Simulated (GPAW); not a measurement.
# SnF4 (I4/mmm): the Sn K absorption edge, part 2 of 2

Aim: the near-edge shape at the Sn K edge of SnF4 (I4/mmm), and what the core hole does to it.

GPAW 26.7.0; X-ray absorption from dipole matrix elements to empty bands, plane-wave PAW LDA.

So far. Step 2 (Ground state of the crystal): The mesh shows a gap of 3.33 eV, so the hole is first treated in a charged cell, without the excited electron. Step 3 (Spectrum without a core hole, Sn atom 1): Main maxima below 30 eV (height): 8.8 eV (1.46). A K edge sees empty p states on the absorber.

### Step 5. Spectrum with FCH, Sn atom 1

The holes are 4.9 Å apart. In GPAW the data set carries the hole's charge, so charge=0 means a charged cell and charge=-1 a neutral one. The excited electron is left out and a uniform background balances the charge. After the field has converged, empty bands are computed with the density fixed and the dipole matrix elements are summed.

xas.py

```python
import numpy as np
from ase import Atoms
from ase.parallel import parprint, paropen
from gpaw import GPAW, PW, FermiDirac, Mixer, MixerDif, setup_paths
from gpaw.test import gen
setup_paths.insert(0, '.')
gen('Sn', name='fch1s', xcname='LDA', corehole=(1, 0, 1), write_xml=True)
from gpaw.mpi import world
world.barrier()

atoms = Atoms('Sn2F8',
    cell=[[-2.025, 2.025, 3.965],
     [2.025, -2.025, 3.965],
     [4.05, 4.05, 0]],
    scaled_positions=[[0, 0, 0],
     [0.5, 0.5, 0.5],
     [0.75, 0.25, 0.25],
     [0.25, 0.75, 0.75],
     [0.25, 0.75, 0.25],
     [0.75, 0.25, 0.75],
     [0.763, 0.763, 0],
     [0.263, 0.263, 0.5],
     [0.237, 0.237, 0],
     [0.737, 0.737, 0.5]],
    pbc=True)
atoms.calc = calc = GPAW(legacy_gpaw=True, mode=PW(500, force_complex_dtype=True), xc='LDA', setups={0: 'fch1s'},
    kpts={'size': (4, 4, 3), 'gamma': True}, occupations=FermiDirac(0.02),
    charge=0, mixer=Mixer(0.1, 5, 50), maxiter=150,
    convergence={'density': 0.0001, 'eigenstates': 1e-6}, txt='scf.txt')
energy = atoms.get_potential_energy() + calc.get_reference_energy()
ef = calc.get_fermi_level()
out = dict(energy=energy, fermi=ef, forces=atoms.get_forces().tolist())
parprint(f'all-electron energy {energy:.4f} eV, Fermi level {ef:.4f} eV')
ev = np.array([[calc.get_eigenvalues(k, s) for k in range(len(calc.get_ibz_k_points()))] for s in range(calc.get_number_of_spins())])
out['homo'], out['lumo'], out['counts'] = ev[ev < ef].max(), ev[ev > ef].min(), sorted(set((ev < ef).sum((0, 2)).tolist()))
out['filled'] = (ev[:, 0] < ef).sum(1).tolist()

from ase.units import Ha
from gpaw.xas import dipole_matrix_elements
nb = int(calc.get_number_of_electrons() / 2) + 80
top, nb = nb, nb + 8 + nb // 12
nscf = calc.fixed_density(kpts={'size': (4, 4, 4), 'gamma': True}, nbands=nb,
    convergence={'bands': top, 'eigenstates': 5e-3}, maxiter=60, txt='nscf.txt')
cell = atoms.cell.array
ops = [cell.T @ U.T @ np.linalg.inv(cell.T) for U in nscf.wfs.kd.symmetry.op_scc]
filled = [42]  # bands filled in the ground state, by spin
E = np.arange(-6, 34, 0.1)
fwhm = np.interp(E, [4, 25], [8.49, 8.49])
Y, X, zero, highest = 0, 0, 1e9, 1e9
for spin in range(nscf.get_number_of_spins()):
    wfs = nscf.wfs
    mine = wfs.bd.get_slice()  # this rank's bands
    A = dipole_matrix_elements(wfs.setups[0])
    eps = np.zeros((wfs.kd.nibzkpts, nb))
    d = np.zeros((3, A.shape[1], wfs.kd.nibzkpts, nb), complex)
    for kpt in wfs.kpt_u:
        if kpt.s == spin and 0 in kpt.P_ani:
            eps[kpt.k, mine] = kpt.eps_n * Ha
            d[:, :, kpt.k, mine] = (kpt.weight * wfs.nspins / 2) ** 0.5 * np.inner(A, kpt.P_ani[0])
    world.sum(eps)
    world.sum(d)
    T = np.einsum('amkn,bmkn->abkn', d, d.conj()).real
    T = sum(np.einsum('ai,ijkn,bj->abkn', R, T, R) for R in ops) / len(ops)
    empty = np.ones_like(eps, bool) & (np.arange(nb) >= filled[spin])
    zero, highest = min(zero, eps[empty].min()), min(highest, eps[:, top - 1].min())
    lines = [(eps, T, empty)] if spin == 0 else lines + [(eps, T, empty)]
for eps, T, empty in lines:
    f = np.einsum('aakn->akn', T).reshape(3, -1)
    x = eps.ravel() - zero
    w = np.interp(x, E, fwhm) / 2.35482
    g = np.exp(-0.5 * ((E[:, None] - x) / w) ** 2) / (w * (2 * np.pi) ** 0.5)
    Y = Y + (f * empty.ravel()) @ g.T
    X = X + (f * ~empty.ravel()) @ g.T
out.update(E=E.round(2).tolist(), xas=Y.tolist(), xes=X.tolist(), zero=zero, valid=highest - zero, nk=len(eps), nb=nb)
for i in range(0, len(E), 10):
    parprint(f'{E[i]:7.2f}', *(f'{v:10.3e}' for v in Y[:, i]))
import json
with paropen('out.json', 'w') as f:
    json.dump(out, f)
```

The run is started by

```
$ OMP_NUM_THREADS=1 mpirun -n 4 gpaw python xas.py
```

Numbers of over 12 decimals in the logs are rounded to 6 here.

Log:

```text
Input parameters:
  convergence: {density: 0.0001,
                eigenstates: 1e-06}
  kpts: {gamma: True,
         size: (4, 4, 3)}
  maxiter: 150
  mixer: {backend: pulay,
          beta: 0.1,
          method: separate,
          nmaxold: 5,
          weight: 50}
  mode: {ecut: 500.0,
         force_complex_dtype: True,
         name: pw}
  occupations: {fixmagmom: False,
                name: fermi-dirac,
                width: 0.02}
  setups: {0: fch1s}

Initialize ...

[... PAW data sets ...]

Reference energy: -328058.326238  # eV

Spin-paired calculation

[... convergence settings ...]
Symmetries present (total): 8
  [... symmetry matrices ...]

48 k-points: 4 x 4 x 3 Monkhorst-Pack grid + [1/8,1/8,0.000000]
14 k-points in the irreducible part of the Brillouin zone
       k-points in crystal coordinates                weights
   0:     0.00000000    0.00000000    0.00000000          1/48
   1:     0.00000000    0.00000000    0.33333333          2/48
   2:     0.25000000   -0.25000000    0.00000000          2/48
   3:     0.25000000   -0.25000000    0.33333333          4/48
   4:     0.25000000    0.00000000    0.00000000          4/48
   5:     0.25000000    0.00000000    0.33333333          8/48
   6:     0.25000000    0.25000000    0.00000000          2/48
   7:     0.25000000    0.25000000    0.33333333          4/48
   8:     0.50000000    0.00000000    0.00000000          2/48
   9:     0.50000000    0.00000000    0.33333333          4/48
          ...
  13:     0.50000000    0.50000000    0.33333333          2/48

Wave functions: Plane wave expansion
  Cutoff energy: 500.000 eV
  Number of coefficients (min, max): 3288, 3332
  Pulay-stress correction: 0.000000 eV/Ang^3 (de/decut=0.000000)
  Using FFTW library
  Wavefunction extrapolation:
    Improved wavefunction reuse through dual PAW basis

Occupation numbers: Fermi-Dirac:
  width: 0.0200  # eV

Eigensolver
   Davidson(niter=2)

Densities:
  Coarse grid: 27*27*30 grid
  Fine grid: 54*54*60 grid
  Total Charge: 1.000000

Density mixing:
  Method: separate
  Backend: pulay
  Linear mixing parameter: 0.1
  old densities: 5
  Width of damping distribution: 1.1
  Damping of long wavelength oscillations: 50

[... Hamiltonian set-up ...]
Number of atoms: 10
Number of atomic orbitals: 50
Number of bands in calculation: 50
Number of valence electrons: 84
Bands to converge: occupied

... initialized

Initializing position-dependent things.

Density initialized from atomic densities
Creating initial wave functions:
  50 bands from LCAO basis set

              F
       F       F
        F     Sn   F

            F
              F
       F

       Sn

Atomic positions and initial magnetic moments

Positions:
   0 Sn     0.000000    0.000000    0.000000    ( 0.0000,  0.0000,  0.0000)
   1 Sn     2.025000    2.025000    3.965000    ( 0.0000,  0.0000,  0.0000)
   2 F      0.000000    2.025000    3.965000    ( 0.0000,  0.0000,  0.0000)
   3 F      4.050000    2.025000    3.965000    ( 0.0000,  0.0000,  0.0000)
   4 F      2.025000    0.000000    3.965000    ( 0.0000,  0.0000,  0.0000)
   5 F      2.025000    4.050000    3.965000    ( 0.0000,  0.0000,  0.0000)
   6 F     -0.000000    0.000000    6.050590    ( 0.0000,  0.0000,  0.0000)
   7 F      2.025000    2.025000    2.085590    ( 0.0000,  0.0000,  0.0000)
   8 F      0.000000   -0.000000    1.879410    ( 0.0000,  0.0000,  0.0000)
   9 F      2.025000    2.025000    5.844410    ( 0.0000,  0.0000,  0.0000)

Unit cell:
           periodic     x           y           z      points  spacing
  1. axis:    yes   -2.025000    2.025000    3.965000    27     0.1720
  2. axis:    yes    2.025000   -2.025000    3.965000    27     0.1720
  3. axis:    yes    4.050000    4.050000    0.000000    30     0.1909

  Lengths:   4.891061   4.891061   5.727565
  Angles:   90.000000  90.000000  71.678560

Effective grid spacing dv^(1/3) = 0.1812

iter:   1   -67.621718
iter:   2   -65.039974   -0.97  -1.11
iter:   3   -62.087009   -0.46  -1.20
iter:   4   -61.987239   -1.52  -1.51
iter:   5   -61.836098   -1.79  -1.77
iter:   6   -61.846047   -2.25  -2.27
iter:   7   -61.795972   -2.82  -2.20
iter:   8   -61.791242   -2.82  -2.61
iter:   9   -61.788627c  -3.63  -2.84
iter:  10   -61.788520c  -5.55  -3.31
iter:  11   -61.788365c  -4.89  -3.40
iter:  12   -61.788354c  -4.99  -3.72
iter:  13   -61.788323c  -5.66  -3.74
iter:  14   -61.788321c  -6.97c -4.08c

Converged after 14 iterations.

Dipole moment: (-0.000000, -0.000000, 0.000000) |e|*Ang

Energy contributions relative to reference atoms: (reference = -328058.326238)

Kinetic:        +27.830857
Potential:      -39.308360
External:        +0.000000
XC:             -50.774214
Entropy (-ST):   -0.000000
Local:           +0.463397
SIC:             +0.000000
--------------------------
Free energy:    -61.788321
Extrapolated:   -61.788321

Showing only first 2 kpts
 Kpt  Band  Eigenvalues  Occupancy
  0    40      0.13187    2.00000
  0    41      0.25006    2.00000
  0    42      2.18274    0.00000
  0    43      6.95711    0.00000

  1    40     -0.07932    2.00000
  1    41      0.27215    2.00000
  1    42      2.75141    0.00000
[...]
Fermi level: 1.33495

Gap: 1.720 eV
Transition (v -> c):
  (s=0, k=12, n=41, [0.50, 0.50, 0.00]) -> (s=0, k=0, n=42, [0.00, 0.00, 0.00])
Direct/indirect transitions are different
Direct gap: 1.933 eV
Transition at: (s=0, k=0, n=41, [0.00, 0.00, 0.00])

Forces in eV/Ang:
  0 Sn   -0.00000    0.00000    0.00000
  1 Sn    0.00000    0.00000    0.00000
  2 F    -2.07857   -0.06306    0.00000
  3 F     2.07857    0.06306    0.00000
  4 F    -0.06306   -2.07857    0.00000
  5 F     0.06306    2.07857    0.00000
  6 F     0.00000    0.00000    2.16794
  7 F     0.00000    0.00000    0.52776
  8 F    -0.00000    0.00000   -2.16794
  9 F     0.00000   -0.00000   -0.52776
Scalar-relativistic atomic LDA calculation for Sn (Tin, Z=50)
Core hole in 1s state (1s occupation: 1.0)
750 radial gridpoints.
|------------------------------------------------|
|------------------------------------------------|
[... the atom generator's iteration count ...]

Energy contributions:
-------------------------
Kinetic:    +5276.056261
XC:          -143.890541
Potential: -10225.661103
-------------------------
Total:      -5093.495383

state      eigenvalue         ekin         rmax
-----------------------------------------------
1s^1.0 : -1088.196241  1367.904766        0.019
2s^2.0 :  -167.334963   290.036643        0.105
2p^6.0 :  -152.111082   277.465433        0.083
3s^2.0 :   -33.069662    83.401320        0.303
3p^6.0 :   -27.833859    78.099019        0.294
3d^10.0:   -19.332510    71.560928        0.244
4s^2.0 :    -5.688765    22.953194        0.727
4p^6.0 :    -4.044466    19.741147        0.763
4d^10.0:    -1.556882    13.630167        0.846
5s^2.0 :    -0.761474     3.525616        1.879
5p^2.0 :    -0.450294     2.286700        2.241
-----------------------------------------------
(units: Bohr and Hartree)

Generating PAW setup
Kinetic energy of the core from tauc = 5260.686108729569
Cutoffs:
rc(s)=2.270
rc(p)=2.400
rc(d)=2.240
rc(vbar)=2.250
rc(comp)=2.260
rc(nct)=2.400

Kinetic energy of the core states: 5128.129960
Charge: 1.0
Core electrons: 35.0
Valence electrons: 14.0
Pseudo-core charge: 0.221958
Shape function alpha=1.958
Pseudo-electron charge 6.372038
state    eigenvalue         norm
--------------------------------
5s(2) :    -0.761474     1.228420
*s    :     0.238526
5p(2) :    -0.450294     1.048618
*p    :     0.549706
4d(10):    -1.556882     0.159600
*d    :    -0.556882
--------------------------------

Diagonalizing with gridspacing h=0.050

state   all-electron     PAW
-------------------------------
5s:      -0.761474    -0.762236
5p:      -0.450294    -0.451667
4d:      -1.556882    -1.557625
*f:                   -0.025424
-------------------------------
all-electron energy -328120.1146 eV, Fermi level 1.3349 eV
[...]
31.00  8.908e-09  8.908e-09  1.470e-08
  32.00  9.092e-09  9.092e-09  1.420e-08
  33.00  9.389e-09  9.389e-09  1.323e-08
```

The job ended after 38 s (4 MPI ranks of Intel Xeon Platinum 8488C (Sapphire Rapids), shared host; peak memory 0.33 GiB; 2.5 min of CPU time).

The Sn K spectrum, Sn atom 1, full core hole (charged cell) (energy from the lowest empty level; intensity scaled to a mean of 1 over the first 20 eV; polarised curves are means over the symmetry-equivalent atoms):

```tsv
E (eV)	isotropic	ε ⊥ c	ε ∥ c
-2.0	0.12	0.15	0.04
-1.5	0.15	0.20	0.05
-1.0	0.20	0.26	0.08
-0.5	0.26	0.33	0.10
0.0	0.32	0.41	0.14
0.5	0.40	0.51	0.19
1.0	0.49	0.62	0.24
1.5	0.59	0.73	0.31
2.0	0.70	0.86	0.39
2.5	0.81	0.98	0.48
3.0	0.93	1.11	0.57
3.5	1.05	1.24	0.68
4.0	1.17	1.36	0.79
4.5	1.28	1.46	0.91
5.0	1.37	1.55	1.02
5.5	1.45	1.62	1.12
6.0	1.52	1.67	1.22
6.5	1.56	1.69	1.30
7.0	1.58	1.68	1.37
7.5	1.57	1.65	1.41
8.0	1.55	1.61	1.44
8.5	1.51	1.54	1.45
9.0	1.45	1.46	1.44
9.5	1.38	1.37	1.41
10.0	1.30	1.27	1.37
10.5	1.22	1.17	1.32
11.0	1.14	1.08	1.27
11.5	1.06	0.99	1.21
12.0	0.99	0.91	1.15
12.5	0.92	0.83	1.10
13.0	0.86	0.77	1.05
13.5	0.82	0.72	1.01
14.0	0.78	0.68	0.97
14.5	0.75	0.65	0.95
15.0	0.73	0.63	0.93
15.5	0.72	0.61	0.92
16.0	0.71	0.61	0.92
16.5	0.71	0.60	0.91
17.0	0.70	0.60	0.91
17.5	0.70	0.60	0.91
18.0	0.70	0.60	0.91
18.5	0.70	0.60	0.90
19.0	0.70	0.60	0.89
19.5	0.69	0.60	0.88
20.0	0.68	0.59	0.86
20.5	0.66	0.58	0.83
21.0	0.65	0.57	0.80
21.5	0.63	0.55	0.77
22.0	0.60	0.54	0.73
22.5	0.58	0.52	0.69
23.0	0.56	0.50	0.66
23.5	0.53	0.48	0.63
24.0	0.51	0.47	0.60
24.5	0.49	0.45	0.58
25.0	0.48	0.43	0.56
25.5	0.46	0.42	0.55
26.0	0.45	0.41	0.55
26.5	0.45	0.40	0.55
27.0	0.44	0.39	0.56
27.5	0.44	0.38	0.57
28.0	0.44	0.38	0.58
28.5	0.44	0.37	0.59
29.0	0.45	0.37	0.60
29.5	0.45	0.37	0.61
30.0	0.45	0.37	0.62
30.5	0.45	0.37	0.62
31.0	0.45	0.37	0.62
31.5	0.45	0.38	0.61
32.0	0.45	0.38	0.60
```

Main maxima below 30 eV (height): 7.2 eV (1.58). 

### Step 6. With and without the hole

Both curves are counted from their own zero, so only the shift of weight within the empty states shows.

```tsv
E (eV)	no hole	FCH
-2.0	0.07	0.12
-1.0	0.11	0.20
0.0	0.19	0.32
1.0	0.29	0.49
2.0	0.43	0.70
3.0	0.61	0.93
4.0	0.81	1.17
5.0	1.01	1.37
6.0	1.20	1.52
7.0	1.35	1.58
8.0	1.44	1.55
9.0	1.46	1.45
10.0	1.42	1.30
11.0	1.33	1.14
12.0	1.23	0.99
13.0	1.12	0.86
14.0	1.04	0.78
15.0	0.98	0.73
16.0	0.94	0.71
17.0	0.92	0.70
18.0	0.91	0.70
19.0	0.88	0.70
20.0	0.84	0.68
21.0	0.79	0.65
22.0	0.72	0.60
23.0	0.66	0.56
24.0	0.60	0.51
25.0	0.56	0.48
26.0	0.54	0.45
27.0	0.53	0.44
28.0	0.54	0.44
29.0	0.56	0.45
30.0	0.58	0.45
31.0	0.59	0.45
32.0	0.59	0.45
```

With each curve scaled to its own mean, the area from −2 to 6 eV with the hole is 6.0 against 4.1, and the centre of weight from −1 to 20 eV moves by -1.2 eV: the hole pulls the absorber's empty states down.

### Step 7. Summary of results

| Item | Value |
| --- | --- |
| absorber and edge | Sn K, atom 1 of the ground-state input (counted from 1) |
| surroundings | 2 F at 1.88 Å and 4 F at 2.02 Å (distorted octahedral, site symmetry 4/mmm) |
| highest intensity below 24 eV | 7.2 eV above the zero, height 1.58 |

**Reading.** The Sn K edge of atom 1, with 2 F at 1.88 Å and 4 F at 2.02 Å (distorted octahedral, site symmetry 4/mmm), has its highest intensity of the first 24 eV at 7.2 eV above the zero, 1.6 times the mean level of the first 20 eV (Gaussian full width 8.49 eV). With each curve scaled to its own mean, the area from −2 to 6 eV with the hole is 6.0 against 4.1, and the centre of weight from −1 to 20 eV moves by -1.2 eV: the hole pulls the absorber's empty states down. At the Sn K edge of atom 1 polarisation matters most near 4.0 eV, where the curves differ by 0.6 on this scale. The script folds with a Gaussian, whereas the core hole's own line is a Lorentzian, so the onset is too steep and the first peak too high. The holes are only 4.9 Å apart, so the shape is probably not converged with cell size; no larger cell was run here. The structure is a published determination, not relaxed.

[Banner, clock and machine lines of the logs are left out without a mark of their own.]

[Logs are printed without paths, hosts, clocks, repeated set-up lines and the standing remarks that a program may print on its own settings, such as how far it seeks lower states.]

[Hosts, paths, dates, database ids (printed as entryN), source tags and the programs' standing remarks are cut or masked in the printed files.]

[Lists of maxima count a maximum above −3 eV only where it reaches 4 % of the highest in the window and stands out from its surroundings by 2 % of it (1.5 % where it reaches 55 %); shoulders and weaker maxima are passed over, and of the rest the first, up to two pre-edge ones and the few strongest are named.]
